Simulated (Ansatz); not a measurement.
# What Sc (model cell, started as body-centred cubic) distorts into, part 2 of 2

Aim: this structure of Sc (model cell, started as body-centred cubic) is to be tested for unstable modes, and one is followed downhill.

Ansatz 0.2.0; DFT LDA, scalar-relativistic, plane waves, PAW; PAW set soft_1.

So far, highest frequency on the path or at a solved wavevector (cm⁻¹): step 2 (the dispersion) 222. Also lowest frequency on the path (cm⁻¹): step 2 -106.

This is not the structure that Sc takes at ambient pressure and room temperature (hexagonal, No. 194); it is a model or a phase of other conditions.

## Step 6: Relaxation from the frozen mode

Starting from the lowest point found, all atoms and the cell are let go, so that strain and other modes of the same symmetry can join in.

The input, input.yaml:

```yaml
crystal:
  lattice:
    - [-1.7829656149, 1.7829656149, 1.7829656149]
    - [0.0, -3.5659312298, 3.5659312298]
    - [5.3488968447, 1.7829656149, 1.7829656149]
  atoms:
    - { symbol: Sc, position: [0.0656325139, 0.0, -0.0096823877] }
    - { symbol: Sc, position: [0.6843674861, 0.5, 0.2596823877] }
    - { symbol: Sc, position: [0.4343674861, 0.0, 0.5096823877] }
    - { symbol: Sc, position: [0.3156325139, 0.5, 0.7403176123] }
kpoints:
  mp_grid: { grid: [14, 8, 8] }
hamiltonian:
  xc: lda
  pseudopotentials: { kind: paw, azcp: { folder: soft_1 }, xc_functional: pbe }
scf:
  occupations: { method: methfessel_paxton, width: 0.2 }
output:
  forces: true
  stress: true
  eigenvalues: true
relax:
  adjacent_minimum: "off"
  f_tol: 0.002
  max_steps: 120
  cell: { stress_tol: 0.03 }
```

Started as:

```
$ ansatz run input.yaml --threads 4 --pin off --max-ram 16384MiB --backend cpu --events-out ev --progress --plain --runs-dir out
```

Numbers of over 12 decimals in the logs are rounded to 6 here.

Log:

```text
[...]
Crystal: 4 atoms, lattice volume = 90.688 Å³
Basis set: ecut = 420 eV, 1777 PW (Γ)
Bands: 27, of which v1, the nominal top of the filled ones, is band 22 counted from 1 (21 counted from 0)
Symmetry: 4 space group operations
[...]
k-points: 290 of 896
[...]
SCF iter   1: F=—  HF=-8355.930333 eV  |F-HF|=—  |Δ(HF+E_count)|=         —  Δρ=2.71e-2  dr2=1.24e0  ethr=3.10e-3  ⟨swp⟩=4.6  Hψ=31063  notcnv=0
[...]
SCF iter   7: F=-8355.607214 eV  HF=-8355.607214 eV  |F-HF|=3.25e-9  |Δ(HF+E_count)|=   1.03e-7  S|Δr|=    0.00e0  Δρ=4.14e-6  dr2=1.12e-8  ethr=2.27e-10  ⟨swp⟩=5.8  Hψ=29695  notcnv=0
SCF 1 converged in 7 iterations: F = -8355.607214 eV  dr2 = 1.12e-8
[...]
relax step   1: F+E_penalty+E_count = -8355.60721445 eV  Δ(F+E_penalty+E_count) = +0.000e0 eV  max|allowed force component| = 2.220e-1 eV/Å  Δτ_max = 0.0000 Å  P = -0.268 GPa  Ω = 90.688 Å³  (7 SCF iters, dr2 threshold 1.00e-7 eV, accepted)
Crystal: 4 atoms, lattice volume = 90.302 Å³
Basis set: ecut = 420 eV, 1763 PW (Γ)
[...]
iter 1 solved again at ethr=8.60e-5 eV; its pass at ethr=3.10e-3 eV (dr2=3.79e-2 eV) is discarded
[...]
SCF iter   6: F=-8355.799892 eV  HF=-8355.799892 eV  |F-HF|=4.00e-8  |Δ(HF+E_count)|=   4.48e-8  S|Δr|=    0.00e0  Δρ=6.58e-6  dr2=5.92e-8  ethr=9.09e-10  ⟨swp⟩=5.5  Hψ=30747  notcnv=0
SCF 2 converged in 6 iterations: F = -8355.799892 eV  dr2 = 5.92e-8
[...]
relax step   2: F+E_penalty+E_count = -8355.79989152 eV  Δ(F+E_penalty+E_count) = -1.927e-1 eV  max|allowed force component| = 2.979e-1 eV/Å  Δτ_max = 0.1895 Å  P = -0.472 GPa  Ω = 90.302 Å³  energy of the carried Pulay correction = +2.210e-5 eV  (6 SCF iters, dr2 threshold 4.00e-7 eV, accepted)
Crystal: 4 atoms, lattice volume = 89.858 Å³
Basis set: ecut = 420 eV, 1759 PW (Γ)
[...]
SCF iter   6: F=-8355.851013 eV  HF=-8355.851013 eV  |F-HF|=1.56e-8  |Δ(HF+E_count)|=   2.15e-7  S|Δr|=    0.00e0  Δρ=6.53e-6  dr2=3.61e-8  ethr=9.09e-10  ⟨swp⟩=5.9  Hψ=32134  notcnv=0
SCF 3 converged in 6 iterations: F = -8355.851013 eV  dr2 = 3.61e-8
relax step   3: F+E_penalty+E_count = -8355.85101325 eV  Δ(F+E_penalty+E_count) = -5.112e-2 eV  max|allowed force component| = 2.693e-1 eV/Å  Δτ_max = 0.1927 Å  P = -0.101 GPa  Ω = 89.858 Å³  energy of the carried Pulay correction = +4.766e-5 eV  (6 SCF iters, dr2 threshold 4.00e-7 eV, accepted)
[...]
relax step   4: F+E_penalty+E_count = -8355.88544418 eV  Δ(F+E_penalty+E_count) = -3.443e-2 eV  max|allowed force component| = 1.126e-1 eV/Å  Δτ_max = 0.0803 Å  P = +0.489 GPa  Ω = 88.907 Å³  energy of the carried Pulay correction = +1.028e-4 eV  (6 SCF iters, dr2 threshold 4.00e-7 eV, accepted)
[...]
relax step   5: F+E_penalty+E_count = -8355.89280218 eV  Δ(F+E_penalty+E_count) = -7.358e-3 eV  max|allowed force component| = 8.244e-3 eV/Å  Δτ_max = 0.0423 Å  P = -0.020 GPa  Ω = 89.705 Å³  energy of the carried Pulay correction = +5.651e-5 eV  (5 SCF iters, dr2 threshold 4.00e-7 eV, accepted)
[...]
relax step   6: F+E_penalty+E_count = -8355.89185048 eV  Δ(F+E_penalty+E_count) = +9.517e-4 eV  max|allowed force component| = 2.615e-2 eV/Å  Δτ_max = 0.0370 Å  P = +0.200 GPa  Ω = 89.356 Å³  energy of the carried Pulay correction = +7.671e-5 eV  (6 SCF iters, dr2 threshold 4.36e-8 eV, rejected (line search))
[...]
relax step   7: F+E_penalty+E_count = -8355.89340780 eV  Δ(F+E_penalty+E_count) = -6.056e-4 eV  max|allowed force component| = 1.499e-3 eV/Å  Δτ_max = 0.0137 Å  P = +0.010 GPa  Ω = 89.652 Å³  energy of the carried Pulay correction = +5.956e-5 eV  (8 SCF iters, accepted)
[...]
relax step   8: F+E_penalty+E_count = -8355.89342537 eV  Δ(F+E_penalty+E_count) = -1.757e-5 eV  max|allowed force component| = 3.175e-4 eV/Å  Δτ_max = 0.0028 Å  P = +0.002 GPa  Ω = 89.667 Å³  energy of the carried Pulay correction = +5.867e-5 eV  (6 SCF iters, accepted)
[...]
SCF iter   5: F=-8355.893560 eV  HF=-8355.893560 eV  |F-HF|=1.82e-12  |Δ(HF+E_count)|=  1.09e-11  S|Δr|=    0.00e0  Δρ=5.27e-8  dr2=2.52e-12  ethr=1.00e-12  ⟨swp⟩=4.8  Hψ=25043  notcnv=0
SCF 9 converged in 5 iterations: F = -8355.893560 eV  dr2 = 2.52e-12
relax step   9: F+E_penalty+E_count = -8355.89356020 eV  Δ(F+E_penalty+E_count) = -1.348e-4 eV  max|allowed force component| = 3.310e-4 eV/Å  Δτ_max = 0.0000 Å  P = +0.007 GPa  Ω = 89.667 Å³  stress off target by 1.58e-2 GPa  SCF on the basis re-selected at this cell (its energy is not comparable with the rows above)  (5 SCF iters)
basis re-selected at this cell: Δ(F+E_penalty+E_count) = -1.348e-4 eV, ΔP = +0.005 GPa vs the last step (what re-selecting the basis moved, of the pressure what is left beyond the Pulay correction that the steps carried, after the strain that the cell walked since its last selection, with what the two solves' SCF thresholds leave and, on support functions, any second-order correction that the steps lacked; it is no measure of the basis error at this ecutwfc). The dense FFT grid was sized anew with the basis: this SCF ran on 24×36×45 points, the steps before it on 24×36×40, so part of this shift can come from that change (see relax.cell in the input reference). [rest of the remark cut]
SCF converged after 5 iterations
[...]
Free energy (F): -8355.893560 eV
[...]
Internal energy: -8355.878790 eV  (E = F + TS)
E sigma→0 (E₀):  -8355.889868 eV
Entropy (-TS):   -0.014770 eV (-3.693 meV/atom)
Fermi energy:    9.891099 eV
Step filling:    the computed levels leave a gap of 0.0004 eV = 0.0 smearing widths at the electron count; against every level under it full and every level over it empty, smearing changes F+E_penalty+E_count by -4.329 meV and its σ→0 estimate by -0.637 meV
[...]
--- Forces (eV/Å), atoms counted from 1 ---
  atom   1  Sc    -0.00001169    -0.00033096    -0.00033096
  atom   2  Sc     0.00001169     0.00033096     0.00033096
  atom   3  Sc    -0.00022408    -0.00020393    -0.00020393
  atom   4  Sc     0.00022408     0.00020393     0.00020393
  max |Σ_I F_I| component: 2.71e-20 eV/Å
--- Stress (GPa, compression-positive) ---
        0.015487      -0.001872      -0.001872
       -0.001872       0.002083      -0.005895
       -0.001872      -0.005895       0.002083
  P = ⅓ Tr σ = 0.0066 GPa (0.066 kbar)
--- Band table (eV; the first three rows and the last of 290) ---
  k-point 0: bands = [... 18 lower, 8.5310, 8.7545, 9.6515, 9.9055, 10.2997, 10.4417, 11.1608, 11.5280, ... 1 higher]
  k-point 1: bands = [... 18 lower, 8.2895, 9.0906, 9.6864, 9.8583, 10.4139, 10.4982, 11.0604, 11.4332, ... 1 higher]
  k-point 2: bands = [... 18 lower, 8.4855, 9.2191, 9.7924, 9.8552, 10.5593, 10.6588, 10.8116, 11.3039, ... 1 higher]
  k-point 289: bands = [... 18 lower, 9.0609, 9.0609, 9.6539, 9.6539, 9.9508, 9.9508, 11.0961, 11.0961, ... 1 higher]
--- Relaxed structure (8 steps of the walk, 7 accepted, 1 SCFs on fresh bases) ---
  F+E_penalty+E_count = -8355.89356020 eV   max|allowed force component| = 3.310e-4 eV/Å   (the final SCF, on the basis selected at the relaxed cell)
  cell:  # Å, volume = 89.6675 Å³
    - [-1.933294, 1.762112, 1.762112]
    - [0.0, -3.458421, 3.458421]
    - [5.556886, 1.640614, 1.640614]
  atoms:
    - { symbol: Sc, position: [0.049368, 0.0, -0.025842] }
    - { symbol: Sc, position: [0.700632, 0.500000, 0.275842] }
    - { symbol: Sc, position: [0.310754, 0.0, 0.496167] }
    - { symbol: Sc, position: [0.439246, 0.500000, 0.753833] }
```

Wall time 79 s (4 threads of Intel Xeon Platinum 8375C at 2.90GHz (Ice Lake), shared host); peak memory 0.85 GiB.

Step by step:

| step | energy less that of the first step (eV) | largest force component (eV/Å) | pressure (GPa) | volume (Å³) |
| --- | --- | --- | --- | --- |
| 1 | 0.0000 | 0.2220 | -0.27 | 90.69 |
| 2 | -0.1927 | 0.2979 | -0.47 | 90.30 |
| 3 | -0.2438 | 0.2693 | -0.10 | 89.86 |
| 4 | -0.2782 | 0.1126 | 0.49 | 88.91 |
| 5 | -0.2856 | 0.0082 | -0.02 | 89.70 |
| 6 | -0.2846 | 0.0261 | 0.20 | 89.36 |
| 7 | -0.2862 | 0.0015 | 0.01 | 89.65 |
| 8 | -0.2862 | 0.0003 | 0.00 | 89.67 |
| 9* | -0.2863 | 0.0003 | 0.01 | 89.67 |

Relaxation steps marked * repeat the geometry before them on a plane-wave basis chosen anew for their cell, so energy and pressure can jump there. Relaxation step 6 was tried and not accepted.

The run keeps the 4 symmetry operations that it works with, so distortions that break them were not tested.

| cell as run | before | after | change |
| --- | --- | --- | --- |
| a (Å) | 3.088 | 3.154 | +2.1 % |
| b (Å) | 5.043 | 4.891 | -3.0 % |
| c (Å) | 5.913 | 6.022 | +1.8 % |
| β (°) | 100.02 | 105.14 | +5.1 % |
| volume (Å³/atom) | 22.67 | 22.42 | -1.1 % |

The atoms that moved most (Å, as changes of fractional coordinates times the final cell):

| atom | dx | dy | dz | length |
| --- | --- | --- | --- | --- |
| Sc4 | -0.164 | 0.240 | 0.240 | 0.377 |
| Sc3 | 0.164 | -0.240 | -0.240 | 0.377 |
| Sc1 | -0.058 | -0.055 | -0.055 | 0.097 |
| Sc2 | 0.058 | 0.055 | 0.055 | 0.097 |

Final coordinates:

```xyz
4
Lattice="-1.9333 1.7621 1.7621 0.0000 -3.4584 3.4584 5.5569 1.6406 1.6406" Properties=species:S:1:pos:R:3 pbc="T T T"
Sc   -0.2390    0.0446    0.0446
Sc    0.1783   -0.0421    3.4164
Sc    2.1564    1.3616    1.3616
Sc    3.3398    0.2815    3.7400
```

This step gave:

- pressure: 0.006551 GPa
- volume per atom: 22.42 Å³

The distorted start has space group P2_1/m; the relaxation ends in Cmcm.

## Step 7: The new phase in its own primitive cell

The relaxed structure is symmetrised, reduced to its primitive cell and relaxed tightly, as its phonons need.

input.yaml, the sections that differ from step 6:

```yaml
crystal:
  lattice:
    - [1.5769988951, -5.8127389136, 0.0]
    - [1.5769988951, 5.8127389136, 0.0]
    - [0.0, 0.0, 4.8909462488]
  atoms:
    - { symbol: Sc, position: [0.8252107887, 0.1747892113, 0.75] }
    - { symbol: Sc, position: [0.1747892113, 0.8252107887, 0.25] }
    - { symbol: Sc, position: [0.5642063182, 0.4357936818, 0.75] }
    - { symbol: Sc, position: [0.4357936818, 0.5642063182, 0.25] }
kpoints:
  mp_grid: { grid: [14, 14, 10] }
relax:
  adjacent_minimum: "off"
  f_tol: 0.001
  max_steps: 60
  cell: { stress_tol: 0.01 }
# hamiltonian, scf, output: as in step 6
```

Log:

```text
[...]
Crystal: 4 atoms, lattice volume = 89.668 Å³
Basis set: ecut = 420 eV, 1755 PW (Γ)
Bands: 27, of which v1, the nominal top of the filled ones, is band 22 counted from 1 (21 counted from 0)
Symmetry: 8 space group operations
[...]
k-points: 342 of 1960
[...]
--- Relaxed structure (3 steps of the walk, 3 accepted, 1 SCFs on fresh bases) ---
[...]
cell:  # Å, volume = 89.6736 Å³
    - [1.577230, -5.812829, 0.0]
    - [1.577230, 5.812829, 0.0]
    - [0.0, 0.0, 4.890484]
  atoms:
    - { symbol: Sc, position: [0.825416, 0.174584, 0.750000] }
    - { symbol: Sc, position: [0.174584, 0.825416, 0.250000] }
    - { symbol: Sc, position: [0.564397, 0.435603, 0.750000] }
    - { symbol: Sc, position: [0.435603, 0.564397, 0.250000] }
[key lines of the parts left out:]
SCF converged after 4 iterations
Free energy (F): -8355.893577 eV
Fermi energy:    9.890343 eV
P = ⅓ Tr σ = -0.0002 GPa (-0.002 kbar)
```

Elapsed: 37 s, on 4 threads; peak memory 0.95 GiB.

Little changed from the start: no atom moved by 0.005 Å and no cell edge by 0.1 %.

Numbers from this step:

| Property | Result |
| --- | --- |
| pressure | -1.67e-4 GPa |

The largest force component left is 0.33 meV/Å and the pressure is 0.000 GPa, within the tolerances set. The cell now holds 22.42 Å³/atom.

## Step 8: Modes of the new phase, k-mesh 14×14×10

A relaxed structure may still be a saddle point, so its zone-centre modes are computed. No field response is asked, since the mesh shows no gap.

input.yaml, the sections that differ from step 7:

```yaml
crystal:
  lattice:
    - [1.5772299085, -5.8128288987, 0.0]
    - [1.5772299085, 5.8128288987, 0.0]
    - [0.0, 0.0, 4.8904837964]
  atoms:
    - { symbol: Sc, position: [0.8254162568, 0.1745837432, 0.75] }
    - { symbol: Sc, position: [0.1745837432, 0.8254162568, 0.25] }
    - { symbol: Sc, position: [0.5643965936, 0.4356034064, 0.75] }
    - { symbol: Sc, position: [0.4356034064, 0.5643965936, 0.25] }
output:
  eigenvalues: true
phonons:
  method: dfpt
# kpoints, hamiltonian, scf: as in step 7
# relax: removed
```

Log:

```text
zone centre: on kpoints.mp_grid the ground state, and the responses unless they are solved on pairs of k-points, stand on 342 of the mesh's 1960 k-points, reduced under 4 symmetry operations, with k and −k counted as one. Each operation leaves every solved displacement unchanged or reverses it
[...]
Crystal: 4 atoms, lattice volume = 89.674 Å³
Basis set: ecut = 420 eV, 1755 PW (Γ), exchange–correlation on 90×90×72 points (8 copies of the dense FFT grid, shifted against one another)
Bands: 27, of which v1, the nominal top of the filled ones, is band 22 counted from 1 (21 counted from 0)
Symmetry: 8 space group operations
k-points: 342 of 1960 (irreducible under 4 space group operations, time reversal used)
[...]
SCF iter   1: F=—  HF=-8356.276926 eV  |F-HF|=—  |Δ(HF+E_count)|=         —  Δρ=2.86e-2  dr2=1.67e0  ethr=3.10e-3  ⟨swp⟩=4.5  Hψ=36665  notcnv=0
[...]
SCF iter  10: F=-8355.893578 eV  HF=-8355.893578 eV  |F-HF|=3.64e-12  |Δ(HF+E_count)|=    0.00e0  S|Δr|=    0.00e0  Δρ=5.82e-8  dr2=2.97e-12  ethr=1.00e-12  ⟨swp⟩=8.4  Hψ=41746  notcnv=0
SCF 1 converged in 10 iterations: F = -8355.893578 eV  dr2 = 2.97e-12
[...]
DFPT response loops at Γ: preconditioner auto → Kerker (q_TF=auto, 2.423 Å⁻¹) (partly filled bands, converged f_vac=0.000); β = 1.00, the filter's whole step (`scf.mixing.beta` (0.50) is not read by the response loops under this deck's `scf.mixing.preconditioner`; to damp them name `kerker` or `kerker_dos`, under which they read `scf.mixing.beta`, and type it under 1.00, their step now; both keys bind the ground state too); Broyden in place of MSR1
SCF converged after 10 iterations
[...]
Free energy (F): -8355.893578 eV
[...]
Internal energy: -8355.878858 eV  (E = F + TS)
E sigma→0 (E₀):  -8355.889898 eV
Entropy (-TS):   -0.014719 eV (-3.680 meV/atom)
Fermi energy:    9.890343 eV
[...]
--- Band table (eV; the first three rows and the last of 342) ---
  k-point 0: bands = [... 18 lower, 8.5304, 8.7535, 9.6516, 9.9049, 10.2993, 10.4408, 11.1612, 11.5280, ... 6 higher]
  k-point 1: bands = [... 18 lower, 8.4773, 8.7019, 9.7585, 9.9325, 10.3281, 10.5007, 11.0560, 11.4736, ... 6 higher]
  k-point 2: bands = [... 18 lower, 8.3605, 8.5727, 10.0033, 10.0245, 10.4171, 10.6347, 10.8809, 11.3301, ... 6 higher]
  k-point 341: bands = [... 18 lower, 7.4691, 7.4691, 9.9829, 9.9829, 10.4582, 10.4582, 10.8565, 10.8565, ... 6 higher]
--- Phonons (Γ-DFPT): 6 representative perturbations + reference, on 342 of 1960 k-points (Σ response iterations 18) ---
  k mesh reduced under 4 symmetry operations, with k and −k counted as one. Each operation leaves every solved displacement unchanged or reverses it
  ASR residual: 6.509e-5 → 0.000e0 eV/Å²; symmetrization residual: 8.149e-6 eV/Å²
  ASR residual per site (eV/Å²): 1.83e-5 1.83e-5 6.51e-5 6.51e-5
  Γ frequencies (cm⁻¹): 0.00 0.00 0.00 110.18 120.16 133.61 156.30 173.34 195.30 211.71 224.16 244.62
  non-analytic LO–TO correction: not included (Born effective charges unavailable; polar crystals: no LO–TO splitting at Γ)
```

It took 3.3 min on 4 threads; peak memory 3.1 GiB; 12 min of CPU time.

Numbers from this step:

- sum-rule residual before enforcement: 6.51e-5 eV/Å²
- point group: mmm
- highest optical mode at the zone centre (no LO-TO term): 244.6 cm⁻¹
- lowest optical zone-centre mode: 110.2 cm⁻¹

Patterns of degenerate modes are one choice out of their space. Modes at Γ:

| mode | frequency (cm⁻¹) | symmetry |
| --- | --- | --- |
| 1 | 0.0 | acoustic |
| 2 | 0.0 | acoustic |
| 3 | 0.0 | acoustic |
| 4 | 110.2 | B1g |
| 5 | 120.2 | Ag |
| 6 | 133.6 | B3g |
| 7 | 156.3 | B1g |
| 8 | 173.3 | B3u |
| 9 | 195.3 | B1u |
| 10 | 211.7 | Ag |
| 11 | 224.2 | B2u |
| 12 | 244.6 | B3g |

Displacements in mode 4 (110.2 cm⁻¹), the largest set to 1:
```
Sc1 -0.39  0.00  0.00
Sc2  0.39  0.00  0.00
Sc3  1.00  0.00  0.00
Sc4 -1.00  0.00  0.00
```

Displacements in mode 6 (133.6 cm⁻¹), the largest set to 1:
```
Sc1  0.00  0.00 -1.00
Sc2  0.00  0.00  1.00
Sc3  0.00  0.00  0.47
Sc4  0.00  0.00 -0.47
```

Before it was imposed, the acoustic sum rule was missed by 6.5e-5 eV/Å². Small misses are needed for a sound result but don't prove that mesh and cutoff are converged. The lowest optical mode is real, 110 cm⁻¹.

## Step 9: The phases reached

The phases reached along the modes that were followed are set side by side.

Energies are those of the first relaxation, on the mesh of the frozen mode; space group, volume and gap are those of the last relaxation. Phases, by row:

| mode frozen in | space group | energy from parent (meV/atom) | volume (Å³/atom) | gap on mesh (eV) | lowest zone-centre optical mode (cm⁻¹) | largest shift (Å) |
| --- | --- | --- | --- | --- | --- | --- |
| parent | Im-3m | 0 | 22.67 | 0 | – | – |
| q = (0, 0, -0.5), 106i cm⁻¹ | P6_3/mmc | -120.8 | 22.51 | 0 | 137.5 | 0.466 |
| q = (0, 0.25, 0.25), 86i cm⁻¹ | Cmcm | -79.38 | 22.42 | 0 | 110.2 | 0.591 |

## Step 10: Outcome

```
unstable mode of the parent                                                      : q = (0, 0.25, 0.25), 86i cm⁻¹
depth at the lowest point sampled                                                : 7.89 meV/atom
largest atomic shift at that point                                               : 0.22 Å
space group reached (within 0.01 Å)                                              : Cmcm
energy gained over the parent (first relaxation, on the mesh of the frozen mode) : 79.4 meV/atom
volume per atom, phase reached                                                   : 22.4 Å³
lowest optical zone-centre mode, phase reached                                   : 110 cm⁻¹
highest optical mode at the zone centre (no LO-TO term), phase reached           : 245 cm⁻¹
```

In words: Along this mode the structure falls into Cmcm, 79.4 meV/atom below the parent. At the parent's cell the well is 7.886 meV/atom deep on the steps tried, with its lowest point at a shift of 0.22 Å. Relaxing atoms and cell changes the gain by +71.50 meV/atom against the lowest step (energies at zero smearing). Most of the total comes from this relaxation. The new phase has no imaginary mode at the zone centre of its cell; other wavevectors were not checked. Of the 2 patterns followed to their end from this parent, this one ends 41.4 meV/atom above the lowest, P6_3/mmc. Each path keeps the symmetry of its pattern, so a lower phase may lie along a pattern not tried. With no gap, or one that is small against the smearing, the frequencies hang on the k mesh and the smearing, most of all near Kohn anomalies. The PAW files were made for PBE and serve the other functionals too. The starting cell was built on a prototype and not taken from a measurement, so the phase need not exist.

[Logs are printed without paths, hosts, clocks, repeated set-up lines and the standing remarks that a program may print on its own settings, such as how far it seeks lower states.]

[Hosts, paths, dates, database ids (printed as entryN), source tags and the programs' standing remarks are cut or masked in the printed files.]
